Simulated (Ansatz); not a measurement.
# Rb on Au(100): change of the work function, part 2 of 4

How does one ordered layer of Rb (hollow site) change the work function of Au(100), and what dipole does each adsorbate carry?

Ansatz 0.2.0; plane-wave DFT, PBE, Ansatz PAW.

So far, work function, upper face (eV): step 2 (the clean slab) 5.09.

## (3) The covered slab

System of this step: Rb/Au(100). The cell holds 17 atoms: 16 Au and 1 Rb. Cell: a = 5.770 Å, b = 5.770 Å, c = 27.445 Å, α = 90.0°, β = 90.0°, γ = 90.0°. Vacuum lies along c.

The clean slab as it ended is repeated in the plane and the adsorbate is set on one face; the cell's size fixes the coverage, and the k-mesh shrinks with it to keep the sampling density about even. Adsorbate and upper layers relax, since the dipole depends on the height.

Contents of input.yaml:

```yaml
crystal:
  lattice:
    - [5.7699913344, 0.0, 0.0]
    - [0.0, 5.7699913344, 0.0]
    - [0.0, 0.0, 27.4449310917]
  atoms:
    - { symbol: Au, position: [0.25, 0.25, 0.3279294078] }
    - { symbol: Au, position: [0.0, 0.0, 0.4022600735] }
    - { symbol: Au, position: [0.25, 0.25, 0.4805611231] }
    - { symbol: Au, position: [0.0, 0.0, 0.5579417354] }
    - { symbol: Au, position: [0.25, 0.75, 0.3279294078] }
    - { symbol: Au, position: [0.0, 0.5, 0.4022600735] }
    - { symbol: Au, position: [0.25, 0.75, 0.4805611231] }
    - { symbol: Au, position: [0.0, 0.5, 0.5579417354] }
    - { symbol: Au, position: [0.75, 0.25, 0.3279294078] }
    - { symbol: Au, position: [0.5, 0.0, 0.4022600735] }
    - { symbol: Au, position: [0.75, 0.25, 0.4805611231] }
    - { symbol: Au, position: [0.5, 0.0, 0.5579417354] }
    - { symbol: Au, position: [0.75, 0.75, 0.3279294078] }
    - { symbol: Au, position: [0.5, 0.5, 0.4022600735] }
    - { symbol: Au, position: [0.75, 0.75, 0.4805611231] }
    - { symbol: Au, position: [0.5, 0.5, 0.5579417354] }
    - { symbol: Rb, position: [0.25, 0.25, 0.6720705922] }
kpoints:
  mp_grid: { grid: [5, 5, 1] }
hamiltonian:
  xc: pbe
scf:
  occupations: { method: fermi_dirac, width: 0.1 }
  convergence: { dr2_threshold: 1.0e-08 }
efield:
  axis: 3
  dipole_correction: true
  ramp_position: 0.97
  ramp_width: 0.06
relax:
  f_tol: 0.02
  max_steps: 60
  constraints: [{ sites: [0, 1, 4, 5, 8, 9, 12, 13] }]
output:
  bader: true
  dos: { projected: true, e_range: [-8, 4] }
  write_potential: true
  write_density: true
  volumetric_format: npy
  elf: true
```

Command:

```console
$ ansatz run input.yaml --threads 4 --pin off --max-ram 6144MiB --backend cpu --events-out ev --progress --plain --runs-dir out
```

Numbers of over 12 decimals in the logs are rounded to 6 here.

Output:

```text
[...]
Crystal: 17 atoms, lattice volume = 913.719 Å³
Basis set: ecut = 420 eV, 17959 PW (Γ), exchange–correlation on 80×80×384 points (8 copies of the dense FFT grid, shifted against one another)
Bands: 188, of which v1, the nominal top of the filled ones, is band 157 counted from 1 (156 counted from 0)
Symmetry: 8 space group operations
[...]
k-points: 6 of 25
[...]
SCF iter   1: F=—  HF=-213654.223486 eV  |F-HF|=—  |Δ(HF+E_count)|=         —  Δρ=2.89e-3  dr2=1.68e0  ethr=1.77e-3  p=0.582 e·Å  D=1.15e-1 V/Å  ΔV_dip=-3.16 eV  dr2_dipole=5.63e-4  V_vac-E_F(+/−)=1.45/4.61 eV  ⟨swp⟩=7.5  Hψ=4745  notcnv=0  defer=29
[...]
SCF iter  11: F=-213654.152108 eV  HF=-213654.152108 eV  |F-HF|=1.46e-9  |Δ(HF+E_count)|=   5.76e-9  Δρ=2.82e-7  dr2=1.66e-9  ethr=3.19e-12  p=0.608 e·Å  D=1.20e-1 V/Å  ΔV_dip=-3.30 eV  dr2_dipole=3.36e-11  V_vac-E_F(+/−)=1.74/5.04 eV  ⟨swp⟩=17.2  Hψ=9247  notcnv=0
SCF 1 converged in 11 iterations: F = -213654.152108 eV  dr2 = 1.66e-9
[...]
relax step   1: F+E_penalty+E_count = -213654.15210798 eV  Δ(F+E_penalty+E_count) = +0.000e0 eV  max|allowed force component| = 5.733e-1 eV/Å  Δτ_max = 0.0000 Å  (11 SCF iters, accepted)
[...]
SCF iter  10: F=-213654.215014 eV  HF=-213654.215014 eV  |F-HF|=2.50e-9  |Δ(HF+E_count)|=   1.45e-8  Δρ=4.31e-7  dr2=5.24e-9  ethr=3.19e-12  p=0.626 e·Å  D=1.24e-1 V/Å  ΔV_dip=-3.40 eV  dr2_dipole=7.45e-10  V_vac-E_F(+/−)=1.64/5.04 eV  ⟨swp⟩=15.8  Hψ=8175  notcnv=0
SCF 2 converged in 10 iterations: F = -213654.215014 eV  dr2 = 5.24e-9
[...]
relax step   2: F+E_penalty+E_count = -213654.21501416 eV  Δ(F+E_penalty+E_count) = -6.291e-2 eV  max|allowed force component| = 5.023e-1 eV/Å  Δτ_max = 0.0760 Å  (10 SCF iters, accepted)
SCF iter   1: F=—  HF=-213654.297287 eV  |F-HF|=—  |Δ(HF+E_count)|=         —  Δρ=1.16e-3  dr2=1.61e-2  ethr=2.03e-4  p=0.626 e·Å  D=1.24e-1 V/Å  ΔV_dip=-3.40 eV  dr2_dipole=2.20e-3  V_vac-E_F(+/−)=1.65/5.05 eV  ⟨swp⟩=5.5  Hψ=2687  notcnv=0  defer=76
[...]
SCF iter  10: F=-213654.294869 eV  HF=-213654.294869 eV  |F-HF|=2.01e-9  |Δ(HF+E_count)|=   9.75e-9  Δρ=5.37e-7  dr2=5.91e-9  ethr=3.19e-12  p=0.662 e·Å  D=1.31e-1 V/Å  ΔV_dip=-3.60 eV  dr2_dipole=6.27e-10  V_vac-E_F(+/−)=1.44/5.04 eV  ⟨swp⟩=14.2  Hψ=8831  notcnv=0
SCF 3 converged in 10 iterations: F = -213654.294869 eV  dr2 = 5.91e-9
[...]
relax step   3: F+E_penalty+E_count = -213654.29486924 eV  Δ(F+E_penalty+E_count) = -7.986e-2 eV  max|allowed force component| = 1.868e-1 eV/Å  Δτ_max = 0.1970 Å  (10 SCF iters, accepted)
[...]
relax step   4: F+E_penalty+E_count = -213654.30188666 eV  Δ(F+E_penalty+E_count) = -7.017e-3 eV  max|allowed force component| = 1.414e-1 eV/Å  Δτ_max = 0.1829 Å  (9 SCF iters, accepted)
SCF iter   1: F=—  HF=-213654.306896 eV  |F-HF|=—  |Δ(HF+E_count)|=         —  Δρ=4.59e-4  dr2=3.60e-3  ethr=7.45e-6  p=0.677 e·Å  D=1.34e-1 V/Å  ΔV_dip=-3.68 eV  dr2_dipole=3.97e-4  V_vac-E_F(+/−)=1.37/5.05 eV  ⟨swp⟩=3.7  Hψ=2409  notcnv=0  defer=86
[...]
SCF iter   8: F=-213654.306582 eV  HF=-213654.306582 eV  |F-HF|=1.22e-9  |Δ(HF+E_count)|=   6.34e-9  Δρ=3.59e-7  dr2=3.45e-9  ethr=3.19e-12  p=0.674 e·Å  D=1.34e-1 V/Å  ΔV_dip=-3.66 eV  dr2_dipole=7.37e-11  V_vac-E_F(+/−)=1.38/5.05 eV  ⟨swp⟩=15.5  Hψ=8573  notcnv=0
SCF 5 converged in 8 iterations: F = -213654.306582 eV  dr2 = 3.45e-9
relax step   5: F+E_penalty+E_count = -213654.30658196 eV  Δ(F+E_penalty+E_count) = -4.695e-3 eV  max|allowed force component| = 1.846e-2 eV/Å  Δτ_max = 0.0518 Å  (8 SCF iters, accepted)
NSCF: frozen V_eff on 6 k-points
[...]
SCF converged after 8 iterations
Free energy (F): -213654.306582 eV
[...]
Internal energy: -213654.105789 eV  (E = F + TS)
E sigma→0 (E₀):  -213654.206186 eV
Entropy (-TS):   -0.200793 eV (-11.811 meV/atom)
Fermi energy:    4.300490 eV
Dipole field:    D = 0.133534 V/Å  (p = 0.674282 e·Å, saw-weighted, corrected)
Work function:   Φ+ = 1.3848 eV   Φ− = 5.0497 eV
[...]
--- Forces (eV/Å), atoms counted from 1 ---
  atom   1  Au     0.00000000     0.00000000    -0.34184974
  atom   2  Au     0.02427175     0.02427175     0.34271268
  atom   3  Au     0.00000000     0.00000000     0.00461933
  atom   4  Au     0.00761826     0.00761826    -0.00204313
  atom   5  Au     0.00000000     0.00000000    -0.34562289
  atom   6  Au     0.02427175    -0.02427175     0.34271268
  atom   7  Au     0.00000000     0.00000000     0.00272458
  atom   8  Au     0.00761826    -0.00761826    -0.00204313
  atom   9  Au    -0.00000000     0.00000000    -0.34562289
  atom  10  Au    -0.02427175     0.02427175     0.34271268
  atom  11  Au     0.00000000     0.00000000     0.00272458
  atom  12  Au    -0.00761826     0.00761826    -0.00204313
  atom  13  Au    -0.00000000     0.00000000    -0.35596022
  atom  14  Au    -0.02427175    -0.02427175     0.34271268
  atom  15  Au    -0.00000000     0.00000000    -0.00216986
  atom  16  Au    -0.00761826    -0.00761826    -0.00204313
  atom  17  Rb    -0.00000000     0.00000000     0.01845680
  max |Σ_I F_I| component: 2.21e-5 eV/Å
--- Band table (eV; the first three rows and the last of 6) ---
  k-point 0: bands = [... 153 lower, 4.0990, 4.1306, 4.1399, 4.3325, 4.3342, 4.4529, 4.4529, 4.5241, ... 27 higher]
  k-point 1: bands = [... 153 lower, 3.6723, 4.1852, 4.3729, 4.4117, 4.7114, 4.7670, 4.8749, 5.6702, ... 27 higher]
  k-point 2: bands = [... 153 lower, 3.1822, 4.5252, 4.8000, 4.8178, 5.2404, 5.3296, 5.3563, 5.5966, ... 27 higher]
  k-point 5: bands = [... 153 lower, 2.6753, 2.6920, 3.3434, 3.4393, 4.1746, 4.1802, 4.9749, 5.4173, ... 27 higher]
--- Relaxed structure (5 steps of the walk, 5 accepted, 0 SCFs on fresh bases) ---
  F+E_penalty+E_count = -213654.30658196 eV   max|allowed force component| = 1.846e-2 eV/Å
  atoms:
    - { symbol: Au, position: [0.250000, 0.250000, 0.3279294078] }
    - { symbol: Au, position: [0.0, 0.0, 0.4022600735] }
    - { symbol: Au, position: [0.250000, 0.250000, 0.480813] }
    - { symbol: Au, position: [-0.00252069, -0.00252069, 0.559186] }
    - { symbol: Au, position: [0.250000, 0.750000, 0.3279294078] }
    - { symbol: Au, position: [0.0, 0.500000, 0.4022600735] }
    - { symbol: Au, position: [0.250000, 0.750000, 0.480428] }
    - { symbol: Au, position: [-0.00252069, 0.502521, 0.559186] }
    - { symbol: Au, position: [0.750000, 0.250000, 0.3279294078] }
    - { symbol: Au, position: [0.500000, 0.0, 0.4022600735] }
    - { symbol: Au, position: [0.750000, 0.250000, 0.480428] }
    - { symbol: Au, position: [0.502521, -0.00252069, 0.559186] }
    - { symbol: Au, position: [0.750000, 0.750000, 0.3279294078] }
    - { symbol: Au, position: [0.500000, 0.500000, 0.4022600735] }
    - { symbol: Au, position: [0.750000, 0.750000, 0.479573] }
    - { symbol: Au, position: [0.502521, 0.502521, 0.559186] }
    - { symbol: Rb, position: [0.250000, 0.250000, 0.657343] }
--- Bader charges: 17 sites ---
  site symbol  charge [e]  shift [e]
     0     Au     -0.0369     0.0000
     1     Au      0.0401     0.0000
     2     Au      0.0175     0.0000
     3     Au     -0.1916     0.0000
     4     Au     -0.0361     0.0000
     5     Au      0.0401     0.0000
     6     Au      0.0162     0.0000
     7     Au     -0.1916     0.0000
     8     Au     -0.0361     0.0000
     9     Au      0.0401     0.0000
    10     Au      0.0162     0.0000
    11     Au     -0.1916     0.0000
    12     Au     -0.0352     0.0000
    13     Au      0.0401     0.0000
    14     Au      0.0111     0.0000
    15     Au     -0.1916     0.0000
    16     Rb      0.6894     0.0000
  estimated error of the sums over rays = 2.7e-4 e
```

It took 2.9 min on 4 threads of Arm Neoverse V2, shared host; peak memory 3.7 GiB; 12 min of CPU time.

The steps of the relaxation:

```
step  energy less that of the first step (eV)  largest force component (eV/Å)
   1                                   0.0000                          0.5733
   2                                  -0.0629                          0.5023
   3                                  -0.1428                          0.1868
   4                                  -0.1498                          0.1414
   5                                  -0.1545                          0.0185
```

The run keeps the 8 symmetry operations that it works with, so distortions that break them were not tested.

The atoms that moved most (Å):

```
atom      dx      dy      dz  length
Rb17   0.000   0.000  -0.404   0.404
Au16   0.015   0.015   0.034   0.040
 Au8  -0.015   0.015   0.034   0.040
Au12   0.015  -0.015   0.034   0.040
 Au4  -0.015  -0.015   0.034   0.040
Au15   0.000   0.000  -0.027   0.027
 Au3   0.000   0.000   0.007   0.007
```

Numbers from this step:

- energy at zero smearing: -213654.2062 eV
- work function, upper face: 1.385 eV
- work function, lower face: 5.050 eV
- dipole along the normal: 0.6743 e·Å
- step between the vacuum levels: -3.665 eV

Running mean over 2.04 Å of the planar mean; the ramp of the sawtooth is left out. The electron's electrostatic potential energy less the Fermi level by z:

```
z (Å)  electron's electrostatic potential energy less the Fermi level (eV)
  3.5                                                                 5.05
  4.0                                                                 5.05
  4.5                                                                 5.05
  5.0                                                                 5.05
  5.5                                                                 5.04
  6.0                                                                 5.01
  6.5                                                                 4.89
  7.0                                                                 4.40
  7.5                                                                 2.24
  8.0                                                                -2.00
  8.5                                                                -6.11
  9.0                                                                -8.00
  9.5                                                                -8.41
 10.0                                                                -8.55
 10.5                                                                -8.62
 11.0                                                                -8.59
 11.5                                                                -8.16
 12.0                                                                -7.78
 12.5                                                                -7.91
 13.0                                                                -8.37
 13.5                                                                -8.18
 14.0                                                                -7.57
 14.5                                                                -7.49
 15.0                                                                -7.89
 15.5                                                                -7.70
 16.0                                                                -5.43
 16.5                                                                -1.88
 17.0                                                              -0.0323
 17.5                                                               -0.719
 18.0                                                                -1.51
 18.5                                                                -1.67
 19.0                                                               -0.749
 19.5                                                                0.532
 20.0                                                                 1.06
 20.5                                                                 1.22
 21.0                                                                 1.29
 21.5                                                                 1.33
 22.0                                                                 1.35
 22.5                                                                 1.37
 23.0                                                                 1.38
 23.5                                                                 1.38
 24.0                                                                 1.38
```

The density of states has structure finer than the step of the table below, so its rows give means over 0.25 eV, whole bins alone (the curve runs from -8 to 1.98 eV). Peaks (eV: height): -5.080: 67.3, -4.720: 60.7, -4.360: 67.9, -4.270: 116, -3.940: 74.6, -3.640: 72.4, -3.340: 60.0.

The density of states by energy, zero at the Fermi level; means over each step:

```
energy (eV)  density of states (states/eV a cell)
      -7.75                                 0.924
      -7.50                                  1.57
      -7.25                                  4.85
      -7.00                                  2.20
      -6.75                                  11.3
      -6.50                                  9.26
      -6.25                                  17.7
      -6.00                                  29.7
      -5.75                                  30.0
      -5.50                                  28.3
      -5.25                                  19.4
      -5.00                                  38.0
      -4.75                                  30.0
      -4.50                                  30.9
      -4.25                                  47.6
      -4.00                                  44.0
      -3.75                                  30.8
      -3.50                                  36.0
      -3.25                                  40.5
      -3.00                                  39.0
      -2.75                                  41.9
      -2.50                                  46.2
      -2.25                                  39.1
      -2.00                                  38.6
      -1.75                                  17.2
      -1.50                                  10.6
      -1.25                                  5.60
      -1.00                                  4.26
      -0.75                                  4.90
      -0.50                                  3.98
      -0.25                                  4.58
       0.00                                  7.76
       0.25                                  7.31
       0.50                                  6.40
       0.75                                  5.38
       1.00                                  6.62
       1.25                                  6.11
       1.50                                  7.56
       1.75                                  5.84
```

Projected DOS per atom over height of the atomic layer and energy from the Fermi level. Layers: Au4 Au4 Au4 Au4 Rb from below.

Ten even steps from '_' (0.00 states/eV) to '@' (3.42 states/eV), each cell a mean:
```
________..
________..
________..
________::
____..____
__________
__________
........__
++++++--__
@@##**##__
@@==##@@__
%%==++@@__
##--==@@__
##%%####__
==++**++__
====++++__
--++++--__
--##**::__
..==--..__
__....____
__________
__________
```
Columns: height of the atomic layer (Å) from 9 to 18.0 (not evenly spaced); rows upwards: energy from the Fermi level (eV) from -7.96 to 1.95.

Electrostatic potential energy in the ca plane at fractional y = 0.250, with atoms of Au and Rb within 0.2 Å of it. With pseudopotentials it is smooth inside the atoms' cores, unlike the true potential.

Ten even steps from '0' (-46 eV) to '9' (8 eV), each cell a mean:
```
88899999999888999999999999999999999999999999
43479999998533689999999999999999999999999999
00048999996100279999999999999999999999999999
00027999985000169999999999999999999999999999
00048999996100279999999999999999999999999999
43479999998633689999999999999999999999999999
88899999999888999999999999999999999999999999
98999999999999999999999998889999999999999999
76789999999766899999999986678999999999999999
21258999997311479999999841037899999999999999
00038999995000169999999710004899999999999999
00038999995000169999999710005899999999999999
10258999997311479999999841037899999999999999
76789999999866899999999986678999999999999999
99999999999999999999999998889999999999999999
```
Columns run along c (16.0 Å, from fractional 0.32 to 0.90 of the cell; values clipped at the 3rd and 97th percentile), rows up along a (5.8 Å). Atoms in or near the plane, at fractional coordinates: Au at (0.33, 0.25), Au at (0.48, 0.25), Au at (0.33, 0.75), Au at (0.48, 0.75), Rb at (0.66, 0.25).

Valence density in the ca plane at fractional y = 0.250, with atoms of Au and Rb within 0.2 Å of it. It is the smooth field of the valence electrons, not physical close to the nuclei.

Values in units of 1e0 e/Å³, 8 rows by 16 columns, each cell a mean:
```
1.3 0.4 0.2 0.2 1.2 0.5 0.2 0.1 0.0 0.0 0.0 0.0 0.0 0.0 0.0 0.0
8.9 1.6 0.1 0.6 8.3 2.8 0.1 0.1 0.0 0.0 0.0 0.0 0.0 0.0 0.0 0.0
6.6 1.2 0.1 0.5 6.1 2.1 0.1 0.1 0.0 0.0 0.0 0.0 0.0 0.0 0.0 0.0
0.5 0.2 0.2 0.2 0.5 0.3 0.2 0.2 0.0 0.0 0.0 0.0 0.0 0.0 0.0 0.0
1.2 0.3 0.2 0.2 1.1 0.5 0.2 0.1 0.2 0.7 0.2 0.0 0.0 0.0 0.0 0.0
9.0 1.7 0.1 0.6 8.3 2.9 0.1 0.1 0.6 1.8 0.7 0.0 0.0 0.0 0.0 0.0
6.5 1.2 0.1 0.5 6.0 2.1 0.1 0.1 0.5 1.7 0.6 0.0 0.0 0.0 0.0 0.0
0.6 0.3 0.2 0.2 0.5 0.3 0.2 0.2 0.1 0.3 0.1 0.0 0.0 0.0 0.0 0.0
```
Columns run along c (16.0 Å, from fractional 0.32 to 0.90 of the cell), rows up along a (5.8 Å). Atoms in or near the plane, at fractional coordinates: Au at (0.33, 0.25), Au at (0.48, 0.25), Au at (0.33, 0.75), Au at (0.48, 0.75), Rb at (0.66, 0.25).

ELF in the ca plane at fractional y = 0.250, with atoms of Au and Rb within 0.2 Å of it. It is the smooth field of the valence electrons, not physical close to the nuclei.

Values, 8 rows by 16 columns, each cell a mean:
```
0.34 0.22 0.19 0.20 0.33 0.24 0.19 0.21 0.10 0.04 0.02 0.02 0.05 0.04 0.01 0.00
0.62 0.36 0.13 0.26 0.61 0.41 0.14 0.12 0.08 0.03 0.02 0.03 0.04 0.02 0.01 0.00
0.57 0.33 0.14 0.24 0.55 0.37 0.16 0.14 0.09 0.02 0.01 0.03 0.05 0.03 0.01 0.00
0.27 0.20 0.20 0.19 0.26 0.21 0.20 0.22 0.10 0.12 0.07 0.02 0.05 0.04 0.01 0.00
0.34 0.22 0.19 0.20 0.32 0.24 0.19 0.20 0.24 0.75 0.49 0.05 0.05 0.07 0.02 0.00
0.62 0.36 0.13 0.26 0.61 0.42 0.15 0.10 0.53 0.53 0.74 0.11 0.05 0.08 0.03 0.00
0.56 0.33 0.14 0.24 0.55 0.38 0.16 0.13 0.48 0.68 0.71 0.09 0.05 0.08 0.03 0.00
0.27 0.20 0.20 0.19 0.26 0.21 0.20 0.22 0.16 0.59 0.36 0.03 0.05 0.06 0.02 0.00
```
Columns run along c (16.0 Å, from fractional 0.32 to 0.90 of the cell), rows up along a (5.8 Å). Atoms in or near the plane, at fractional coordinates: Au at (0.33, 0.25), Au at (0.48, 0.25), Au at (0.33, 0.75), Au at (0.48, 0.75), Rb at (0.66, 0.25).

The relaxation took 5 steps and lowered the energy by 0.15 eV; the largest force on the free atoms ends at 0.018 eV/Å.

By hand: a sheet of dipoles makes a step −p/(ε₀A) in the electron's potential. With e/ε₀ = 180.95 V·Å, p = 0.6743 e·Å and A = 33.29 Å², that is −180.95 × (0.6743) / 33.29 = -3.665 eV, and the two vacuum levels of the run differ by -3.665 eV.

The covered face has 1.38 eV, -3.71 eV against the clean one; the bare back face has moved by +0.00 eV, a measure of how thin the slab is.

## (4) Work function against coverage

This step: plane-wave DFT, PBE, Ansatz PAW; work function against coverage (Ansatz 0.2.0).

The runs are now put side by side.

This step gave:

| Item | Value |
| --- | --- |
| work function of the clean face | 5.091 eV |
| largest change of the work function | -3.706 eV |

The work function of the covered face by coverage:

```
coverage (adsorbates/nm²)  work function of the covered face (eV)
                     0.00                                    5.09
                     3.00                                    1.38
```

The dipole per adsorbate comes from the change of the cell's dipole. Coverage, by row:

```
coverage (1/nm²)  coverage (ML)  work function (eV)  change (eV)  dipole per adsorbate, positive end outwards (debye)  mean height of the added atoms over the highest substrate atom (Å)
           3.004           0.25               1.385       -3.706                                                3.278                                                               2.694
```

(Continued in part 3 of 4.)

[Logs are printed without paths, hosts, clocks, repeated set-up lines and the standing remarks that a program may print on its own settings, such as how far it seeks lower states.]

[Hosts, paths, dates, database ids (printed as entryN), source tags and the programs' standing remarks are cut or masked in the printed files.]

[Maps of the electrostatic potential energy from Ansatz leave out the sawtooth potential of an applied field or a dipole correction, so their vacuum need not be flat; planar profiles and work functions include it.]

[The density of states shown here was stored with 400 of the rows of the run's finer table, so its peaks can read low, often by over a quarter, or be missed, and its means over a window can be off by a tenth or more.]
